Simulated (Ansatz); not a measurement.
## Work function of Ni(100): what the settings cost and change: run, setting 1 layer

Ansatz 0.2.0; plane-wave DFT, PBE, Ansatz PAW.

A work function rests on the faint tail of the density, so the SCF threshold is tight. The slab grows from one layer, at fixed mesh and 18 Å of vacuum; then the vacuum is varied on one slab.

input.yaml

```yaml
crystal:
  lattice:
    - [2.4890158698, 0.0, 0.0]
    - [0.0, 2.4890158698, 0.0]
    - [0.0, 0.0, 18.0]
  atoms:
    - { symbol: Ni, position: [0.5, 0.5, 0.5], spin: 0.7 }
magnetization:
  spin_polarized: true
kpoints:
  mp_grid: { grid: [16, 16, 1] }
hamiltonian:
  xc: pbe
scf:
  occupations: { method: fermi_dirac, width: 0.1 }
  convergence: { dr2_threshold: 1.0e-09 }
efield:
  axis: 3
  dipole_correction: true
  ramp_position: 0.97
  ramp_width: 0.06
output:
  write_potential: true
  write_density: true
  volumetric_format: npy
  elf: true
```

On the command line:

```
ansatz run input.yaml --threads 4 --pin off --max-ram 6144MiB --backend cpu --events-out ev --progress --plain --runs-dir out
```

**Question.** What does this run give for the work function, upper face; and electron's electrostatic potential energy less the Fermi level against z?

In the vacuum the potential turns flat, and its height over the Fermi level, 5.12 eV, is the work function of the face beside that plateau.

Electrostatic potential energy in the ca plane at fractional y = 0.500, with atoms of Ni within 0.2 Å of it. With pseudopotentials it is smooth inside the atoms' cores, unlike the true potential.

Valence density in the ca plane at fractional y = 0.500, with atoms of Ni within 0.2 Å of it. It is the smooth field of the valence electrons, not physical close to the nuclei.

Numbers from this step:

```
total moment              : 0.9792 μB
site moments              : 1.015 μB
work function, upper face : 5.115 eV
```

Running mean over 1.76 Å of the planar mean; the ramp of the sawtooth is left out. The electron's electrostatic potential energy less the Fermi level by z:

z (Å), electron's electrostatic potential energy less the Fermi level (eV) and a bar from the least value:
```
     2.88       5.12 ##############################
     3.17       5.12 ##############################
     3.60       5.12 ##############################
     3.89       5.12 ##############################
     4.18       5.12 ##############################
     4.46       5.12 ##############################
     4.90       5.11 ##############################
     5.18       5.11 ##############################
     5.47       5.11 ##############################
     5.90       5.09 ##############################
     6.19       5.06 ##############################
     6.48       5.00 ##############################
     6.91       4.76 #############################
     7.20       4.34 ############################
     7.49       3.31 ##########################
     7.78       1.06 #####################
     8.21      -4.08 ###########
     8.50      -7.24 ####
     8.78      -9.09 
     9.22      -9.09 
     9.50      -7.24 ####
     9.79      -4.08 ###########
    10.22       1.06 #####################
    10.51       3.31 ##########################
    10.80       4.34 ############################
    11.09       4.76 #############################
    11.52       5.00 ##############################
    11.81       5.06 ##############################
    12.10       5.09 ##############################
    12.53       5.11 ##############################
    12.82       5.11 ##############################
    13.10       5.11 ##############################
    13.54       5.12 ##############################
    13.82       5.12 ##############################
    14.11       5.12 ##############################
    14.40       5.12 ##############################
    14.83       5.12 ##############################
    15.12       5.12 ##############################
```

Site moment by atom:

| atom | site moment (μB) |
| --- | --- |
| Ni1 | 1.01 |

Spin density in the ca plane at fractional y = 0.500, with atoms of Ni within 0.2 Å of it.

Values in units of 1e-1 e/Å³, 5 rows by 16 columns, each cell a mean:
```
0.0 0.0 0.0 0.0 0.0 0.0 0.0 0.1 0.2 0.0 0.0 0.0 0.0 0.0 0.0 0.0
0.0 0.0 0.0 0.0 0.0 0.0 0.0 2.2 4.2 0.0 0.0 0.0 0.0 0.0 0.0 0.0
0.0 0.0 0.0 0.0 0.0 0.0 0.0 4.7 9.9 0.0 0.0 0.0 0.0 0.0 0.0 0.0
0.0 0.0 0.0 0.0 0.0 0.0 0.0 0.9 1.4 0.0 0.0 0.0 0.0 0.0 0.0 0.0
0.0 0.0 0.0 0.0 0.0 0.0 0.0 0.0 0.0 0.0 0.0 0.0 0.0 0.0 0.0 0.0
```
Columns run along c (18.0 Å), rows up along a (2.5 Å). Atoms in or near the plane, at fractional coordinates: Ni at (0.50, 0.50).

Ten even steps from '0' (-37 eV) to '9' (2 eV), each cell a mean:
```
99999999999999999999877899999999999999999999
99999999999999999999721589999999999999999999
99999999999999999998300079999999999999999999
99999999999999999998200069999999999999999999
99999999999999999998200069999999999999999999
99999999999999999999610389999999999999999999
99999999999999999999865799999999999999999999
99999999999999999999988899999999999999999999
```
Columns run along c (18.0 Å; values clipped at the 3rd and 97th percentile), rows up along a (2.5 Å). Atoms in or near the plane, at fractional coordinates: Ni at (0.50, 0.50).

Ten steps, logarithmic in the rise over the least value, from '0' (0 e/Å³) to '9' (41 e/Å³), each cell a mean:
```
00000000000000000000011100000000000000000000
00000000000000000000134200000000000000000000
00000000000000000000267410000000000000000000
00000000000000000000389610000000000000000000
00000000000000000000379510000000000000000000
00000000000000000000145310000000000000000000
00000000000000000000012100000000000000000000
00000000000000000000011000000000000000000000
```
Columns run along c (18.0 Å), rows up along a (2.5 Å). Atoms in or near the plane, at fractional coordinates: Ni at (0.50, 0.50).

[Logs are printed without paths, hosts, clocks, repeated set-up lines and the standing remarks that a program may print on its own settings, such as how far it seeks lower states.]

[Hosts, paths, dates, database ids (printed as entryN), source tags and the programs' standing remarks are cut or masked in the printed files.]

[Maps of the electrostatic potential energy from Ansatz leave out the sawtooth potential of an applied field or a dipole correction, so their vacuum need not be flat; planar profiles and work functions include it.]
